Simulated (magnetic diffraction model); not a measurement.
## Moment size from magnetic intensity in Ti2Mn

Space group I4/mcm (no. 140), a = 5.7900 Å, c = 4.8060 Å.

| site | atom | x | y | z |
| --- | --- | --- | --- | --- |
| 4a | Mn | 0 | 0 | 3/4 |
| 8h | Ti | 0.1681 | 0.3319 | 1/2 |

The compound is invented for this exercise: a known structure type with other elements, its cell scaled to their sizes and not relaxed.

Only Mn is taken to order (form factors of Mn2+); orders and moment sizes are assumed, and not adapted to the symmetry. Radiation: neutrons of λ = 1.909 Å, 8° to 80°; isotropic B of 0.51 Å² (Mn) and 0.42 Å² (Ti). Simulated constant-wavelength pattern: nuclear and magnetic terms add, the magnetic one as |2.695 fm × Σ f S⊥ exp(2πi Q·r) exp(−B s²)|², summed over all Q at one angle with the factor 1/(sin²θ cos θ). For collinear order S is the moment m, which repeats by lattice and centring translations R with the sign exp(−2πi k·R). Free-ion form factors, Sears's scattering lengths of 1992, no absorption; a label names one of the reflections at its angle. The strongest nuclear line in the range is 100, and lines under 0.2 are left out.

In a first state the assumed order is k = (1/2 1/2 0), collinear moments along [110], 1.58 μB on Mn; signs + at (0, 0, 3/4), − at (0, 0, 1/4), with this pattern:

```
2θ (°)         index  nuclear  magnetic
 26.63  (1/2 -1/2 1)      0.0      39.8
 26.96       (1 1 0)     12.5       0.0
 38.26   (3/2 1/2 1)      0.0      14.4
 46.81       (0 0 2)      5.2       0.0
 47.43  (3/2 -3/2 1)      0.0       7.3
 49.51       (2 1 1)    100.0       0.0
 54.85       (1 1 2)     46.1       0.0
 55.40  (5/2 -1/2 1)      0.0       6.3
 55.59       (2 2 0)     23.9       0.0
 62.16       (2 0 2)     68.2       0.0
 62.67   (5/2 3/2 1)      0.0       1.0
 62.84       (3 1 0)     64.1       0.0
 74.76  (1/2 -1/2 3)      0.0       1.2
 75.55       (2 2 2)      3.4       0.0
 76.01   (7/2 1/2 1)      0.0       2.2
```

**Question.** Nearer the ordering temperature the line at 26.63° has total intensity 9.9 on the same scale, and all moments have shrunk alike. How large is the Mn moment?

The nuclear part, 0.0, stays, so the magnetic part is 9.9 against 39.8. It goes as m², so m = 1.58 × √(9.9/39.8) = 0.79 μB; the value used was 0.79 μB.

[Logs are printed without paths, hosts, clocks, repeated set-up lines and the standing remarks that a program may print on its own settings, such as how far it seeks lower states.]
